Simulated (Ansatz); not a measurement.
# Tc of CoSn (P6/mmm) from its phonons, part 2 of 2

Each step names its level of theory.

So far, log mean phonon energy ħω_log (meV): step 2 (coupling and resistivity: LDA at its own relaxed cell) 17.3.

## 3. Resistivity: PBEsol at its own relaxed cell

The functional sets the lattice constant, the bands and the force constants.

This step: DFT PBEsol, scalar-relativistic, plane waves, PAW; PAW set soft_1 (Ansatz 0.2.0).

input.yaml reads:

```yaml
crystal:
  lattice:
    - [5.2192977098, 0.0, 0.0]
    - [-2.6096488549, 4.5200444066, 0.0]
    - [0.0, 0.0, 4.1692439632]
  atoms:
    - { symbol: Co, position: [0.0, 0.5, 0.0] }
    - { symbol: Co, position: [0.5, 0.5, 0.0] }
    - { symbol: Co, position: [0.5, 0.0, 0.0] }
    - { symbol: Sn, position: [0.6666666667, 0.3333333333, 0.5] }
    - { symbol: Sn, position: [0.3333333333, 0.6666666667, 0.5] }
    - { symbol: Sn, position: [0.0, 0.0, 0.0] }
kpoints:
  mp_grid: { grid: [6, 6, 6] }
hamiltonian:
  xc: pbesol
  pseudopotentials: { kind: paw, azcp: { folder: soft_1 }, xc_functional: pbe }
scf:
  occupations: { method: methfessel_paxton, width: 0.2 }
output:
  eigenvalues: true
phonons:
  method: dfpt
  qmesh: [3, 3, 2]
  temperatures: { t_max: 1000, t_step: 50 }
  qpath:
    path:
      - [[0.0, 0.0, 0.0], [0.5, 0.0, 0.0], [0.33333333, 0.33333333, 0.0], [0.0, 0.0, 0.0], [0.0, 0.0, 0.5], [0.5, 0.0, 0.5], [0.33333333, 0.33333333, 0.5], [0.0, 0.0, 0.5]]
      - [[0.5, 0.0, 0.5], [0.5, 0.0, 0.0]]
      - [[0.33333333, 0.33333333, 0.5], [0.33333333, 0.33333333, 0.0]]
    npoints: 10
  electrical_resistivity:
    mesh: [8, 8, 8]
    temperatures: [20.0, 50.0, 80.0, 100.0, 150.0, 200.0, 273.0, 300.0, 400.0, 500.0, 600.0, 800.0]
  superconductivity: { mesh: [8, 8, 8], eliashberg_equations: false }
```

Launch:

```console
> ansatz run input.yaml --threads 8 --pin off --max-ram 20480MiB --backend cpu --events-out ev --progress --plain --runs-dir out
```

Numbers of over 12 decimals in the logs are rounded to 6 here.

What it wrote:

```text
[...]
Crystal: 6 atoms, lattice volume = 98.359 Å³
Basis set: ecut = 420 eV, 1915 PW (Γ), exchange–correlation on 72×72×60 points (8 copies of the dense FFT grid, shifted against one another)
Bands: 56, of which v1, the nominal top of the filled ones, is band 47 counted from 1 (46 counted from 0)
Symmetry: 24 space group operations
k-points: 28 of 216
[...]
SCF iter   1: F=—  HF=-33136.871085 eV  |F-HF|=—  |Δ(HF+E_count)|=         —  Δρ=2.24e-1  dr2=5.61e1  ethr=3.10e-3  ⟨swp⟩=6.4  Hψ=5861  notcnv=0
[...]
SCF iter  16: F=-33129.416104 eV  HF=-33129.416104 eV  |F-HF|=1.46e-11  |Δ(HF+E_count)|=  7.28e-12  S|Δr|=    0.00e0  Δρ=5.12e-8  dr2=2.38e-12  ethr=1.00e-12  ⟨swp⟩=13.0  Hψ=8511  notcnv=0
SCF 1 converged in 16 iterations: F = -33129.416104 eV  dr2 = 2.38e-12
[...]
NSCF: frozen V_eff on 28 k-points
[...]
SCF iter   1: F=—  HF=-33136.871085 eV  |F-HF|=—  |Δ(HF+E_count)|=         —  Δρ=2.24e-1  dr2=5.61e1  ethr=3.10e-3  ⟨swp⟩=6.4  Hψ=5861  notcnv=0
[...]
SCF iter  16: F=-33129.416104 eV  HF=-33129.416104 eV  |F-HF|=0.00e0  |Δ(HF+E_count)|=    0.00e0  S|Δr|=    0.00e0  Δρ=5.12e-8  dr2=2.39e-12  ethr=1.00e-12  ⟨swp⟩=3.0  Hψ=3791  notcnv=0
SCF 2 converged in 16 iterations: F = -33129.416104 eV  dr2 = 2.39e-12
[...]
SCF converged after 16 iterations
[...]
Free energy (F): -33129.416104 eV
[...]
Internal energy: -33129.428423 eV  (E = F + TS)
E sigma→0 (E₀):  -33129.419184 eV
Entropy (-TS):   0.012319 eV (2.053 meV/atom)
Fermi energy:    15.291105 eV
[...]
--- Band table (eV; the first three rows and the last of 28) ---
  k-point 0: bands = [... 43 lower, 14.8678, 14.8978, 14.8978, 15.8471, 15.9935, 16.7438, 16.7438, 18.2881, ... 5 higher]
  k-point 1: bands = [... 43 lower, 14.8698, 14.8732, 14.8732, 15.8472, 15.9422, 16.3524, 16.3524, 18.1829, ... 5 higher]
  k-point 2: bands = [... 43 lower, 14.8273, 14.8536, 14.8536, 15.2812, 15.2812, 15.4994, 15.8476, 17.2844, ... 5 higher]
  k-point 27: bands = [... 43 lower, 14.5054, 14.6755, 14.6755, 14.8052, 15.1999, 16.6108, 18.8356, 18.8356, ... 5 higher]
[...]
ASR residual: 2.630e-5 → 0.000e0 eV/Å²; symmetrization residual: 1.016e-6 eV/Å²
  ASR residual per site (eV/Å²): 1.26e-5 1.26e-5 1.26e-5 2.63e-5 2.63e-5 9.20e-6
[...]
--- Phonons (arbitrary-q DFPT): 6 irreducible q on the 3×3×2 mesh ---
[...]
interpolated dispersion: 93 rows × 18 modes
[...]
--- Electrical resistivity: potentials and phonons of a 3×3×2 supercell ---
[...]
at the Fermi level of each mesh (of a tensor a third of its trace):
[...]
8×8×8                     1.2399              4.0020    0.1543    0.1682          17.191
          4×4×4                     1.3920              4.1566    0.1577    0.1745          16.951
  resistivity on the deck's mesh, µΩ·cm:
[...]
20.00     2.3796e-2              no     3.4179e-2     3.4179e-2     3.0299e-3       6.3783e-2         2.5278e-2
     50.00      1.3918e0              no      1.9923e0      1.9923e0     1.9069e-1        2.1086e0          1.3064e0
     80.00      4.8601e0              no      6.9626e0      6.9626e0     6.5507e-1        6.0609e0          4.4133e0
    100.00      7.5878e0              no      1.0877e1      1.0877e1      1.0093e0        8.9869e0          6.8561e0
    150.00      1.4498e1              no      2.0799e1      2.0799e1      1.8946e0        1.6351e1          1.3073e1
    200.00      2.1147e1              no      3.0347e1      3.0347e1      2.7464e0        2.3551e1          1.9078e1
    273.00      3.0534e1              no      4.3822e1      4.3822e1      3.9575e0        3.3941e1          2.7570e1
    300.00      3.3955e1              no      4.8732e1      4.8732e1      4.4018e0        3.7791e1          3.0669e1
    400.00      4.6487e1              no      6.6709e1      6.6709e1      6.0442e0        5.2242e1          4.2031e1
    500.00      5.8835e1              no      8.4410e1      8.4410e1      7.6841e0        6.7060e1          5.3249e1
    600.00      7.1045e1              no      1.0191e2      1.0191e2      9.3207e0        8.2313e1          6.4368e1
    800.00      9.5306e1              no      1.3666e2      1.3666e2      1.2592e1        1.1436e2          8.6556e1
[...]
vibrations of 18 cells: unjudged by the run; compare a larger repeat
[...]
--- Superconductivity: potentials and phonons of a 3×3×2 supercell ---
[...]
mesh         λ    ħω_log (meV)  μ* declared at (meV)
          8×8×8    0.1543          17.191               19.609
          4×4×4    0.1577          16.951               19.495
  λ by the species' shares of the modes' patterns: Co 0.0743, Sn 0.0800
[...]
0.08      0.000         0.000             -             -             -             -              -
      0.10      0.000         0.000             -             -             -             -              -
      0.12      0.000         0.000             -             -             -             -              -
      0.13      0.000         0.000             -             -             -             -              -
      0.14      0.000         0.000             -             -             -             -              -
      0.16          -             -             -             -             -             -              -
      0.20          -             -             -             -             -             -              -
[...]
vibrations of 18 cells: unjudged by the run; compare a larger repeat
[...]
```

It took 9.3 min on 8 threads of Arm Neoverse V2, shared host; peak memory 4.3 GiB.

Numbers from this step:

```
volume per atom                                   : 16.39 Å³/atom
zero-point energy                                 : 0.1829 eV/cell
highest frequency, solved or plainly interpolated : 298.9 cm⁻¹
Debye temperature (second moment)                 : 326 K
resistivity at 300 K                              : 33.96 μΩ cm, mean of the axes
coupling constant λ                               : 0.1543
density of states at the Fermi level              : 1.24 states/eV a spin and cell
log mean phonon energy ħω_log                     : 17.19 meV
transport coupling constant λ_tr                  : 0.1718, 0.1718, 0.161 (xx, yy, zz)
Drude plasma energy                               : 1.925, 1.925, 6.375 eV (xx, yy, zz)
resistivity times mean free path                  : 61.33, 61.33, 6.713 × 10⁻¹⁶ Ω m² (xx, yy, zz)
second-moment phonon energy ħω₂                   : 19.61 meV
```

An empty cell: under 1 mK by a formula, or no transition down to the floor of the Eliashberg search. Transition temperatures:

```csv
μ*,McMillan Tc (K),Allen–Dynes Tc (K)
0.08,-,-
0.1,-,-
0.12,-,-
0.13,-,-
0.14,-,-
0.16,-,-
0.2,-,-
```

Table of Eliashberg function α²F by phonon energy; read off at these points:

```csv
phonon energy (meV),α²F,α²F tr
0.1,0,0
1.0,0,0
2.2,0,0
3.1,1.0e-4,0
4.2,5.0e-4,3.0e-4
5.1,0.001,6.0e-4
6.3,0.0022,0.0015
7.1,0.0042,0.0032
8.0,0.0062,0.006
9.2,0.0144,0.0174
10.0,0.043,0.0502
11.2,0.0204,0.0172
12.1,0.0519,0.047
12.4,0.169,0.153
13.2,0.0634,0.0612
14.1,0.096,0.121
14.7,0.136,0.202
15.0,0.11,0.165
16.2,0.034,0.0412
17.0,0.0824,0.119
18.2,0.0541,0.0568
19.1,0.0521,0.043
19.4,0.109,0.0851
20.2,0.0573,0.0492
21.1,0.063,0.0556
22.3,0.0299,0.0196
23.1,0.103,0.0978
23.4,0.108,0.0995
24.0,0.0517,0.0489
24.6,0.115,0.121
25.2,0.0203,0.0161
26.1,0.0151,0.0141
27.2,0.0738,0.0943
28.1,0.0578,0.0619
29.3,0.0431,0.0448
30.1,0.0555,0.0444
31.0,0.0141,0.0148
32.2,0.0283,0.0294
33.0,0.0494,0.0478
34.2,0.0217,0.028
35.1,0.0214,0.032
36.2,0.0065,0.0117
37.1,6.0e-4,0.0012
```

Table of Eliashberg function α²F by phonon energy; read off at these points:

```csv
phonon energy (meV),α²F,Co,Sn
0.1,0,0,0
1.0,0,0,0
2.2,0,0,0
3.1,1.0e-4,0,1.0e-4
4.2,5.0e-4,1.0e-4,3.0e-4
5.1,0.001,3.0e-4,7.0e-4
6.3,0.0022,6.0e-4,0.0015
7.1,0.0042,0.0012,0.003
8.0,0.0062,0.0017,0.0045
9.2,0.0144,0.0038,0.0106
10.0,0.043,0.0077,0.0353
11.2,0.0204,0.0114,0.009
12.1,0.0519,0.0241,0.0278
12.4,0.169,0.0739,0.095
13.2,0.0634,0.0256,0.0377
14.1,0.096,0.0471,0.0489
14.7,0.136,0.0612,0.0751
15.0,0.11,0.0499,0.0601
16.2,0.034,0.0117,0.0223
17.0,0.0824,0.0264,0.0561
18.2,0.0541,0.0142,0.0399
19.1,0.0521,0.0184,0.0337
19.4,0.109,0.0339,0.0751
20.2,0.0573,0.0078,0.0494
21.1,0.063,0.0111,0.0519
22.3,0.0299,0.0215,0.0083
23.1,0.103,0.073,0.0303
23.4,0.108,0.0717,0.0359
24.0,0.0517,0.035,0.0167
24.6,0.115,0.0753,0.0398
25.2,0.0203,0.0125,0.0078
26.1,0.0151,0.0103,0.0049
27.2,0.0738,0.0629,0.0109
28.1,0.0578,0.0496,0.0082
29.3,0.0431,0.0373,0.0058
30.1,0.0555,0.0486,0.007
31.0,0.0141,0.0105,0.0036
32.2,0.0283,0.0201,0.0082
33.0,0.0494,0.0448,0.0047
34.2,0.0217,0.0185,0.0032
35.1,0.0214,0.0168,0.0045
36.2,0.0065,0.0049,0.0016
37.1,6.0e-4,5.0e-4,2.0e-4
```

The coupling constant from the curve is λ = 0.15; modes below 17.0 meV give half. The most distinct maxima of the Eliashberg function α²F (α²F) lie at 12.4, 14.7, 19.4, 23.4 and 24.6 meV, the highest at 12.4 meV.

## 4. What came out

| Quantity | Value |
| --- | --- |
| meshes | q 3×3×2, k 6×6×6, scattering 8×8×8 |
| coupling constant λ | 0.154 |
| log mean phonon energy ħω_log | 17.2 meV |

What this shows: In the last run (PBEsol, q 3×3×2, k 6×6×6, scattering 8×8×8), with λ = 0.15 and ħω_log = 17.2 meV, Tc at μ* = 0.13 is under 1 mK by the formulas. In that run Allen and Dynes's formula gives no transition above 0.05 K at μ* = 0.10 or more. By the run's own test λ is not converged in the fine mesh: it moves by 2 % between the two finest, and by up to 10 % in the other runs. The run's transport test calls it not converged in the mesh; ρ(300 K) moves by 4 % in the component that moves most. The runs are not spin-polarised; where the real material orders magnetically, these values do not describe it. These meshes are coarse. Over the runs, λ takes the values 0.158 and 0.154, in the order shown. μ* is a typed number, phonons are harmonic, and spin fluctuations are left out; with λ this near or under μ*(1 + 0.62 λ), the formulas give Tc only to its order of magnitude, or none.

[Logs are printed without paths, hosts, clocks, repeated set-up lines and the standing remarks that a program may print on its own settings, such as how far it seeks lower states.]

[Hosts, paths, dates, database ids (printed as entryN), source tags and the programs' standing remarks are cut or masked in the printed files.]
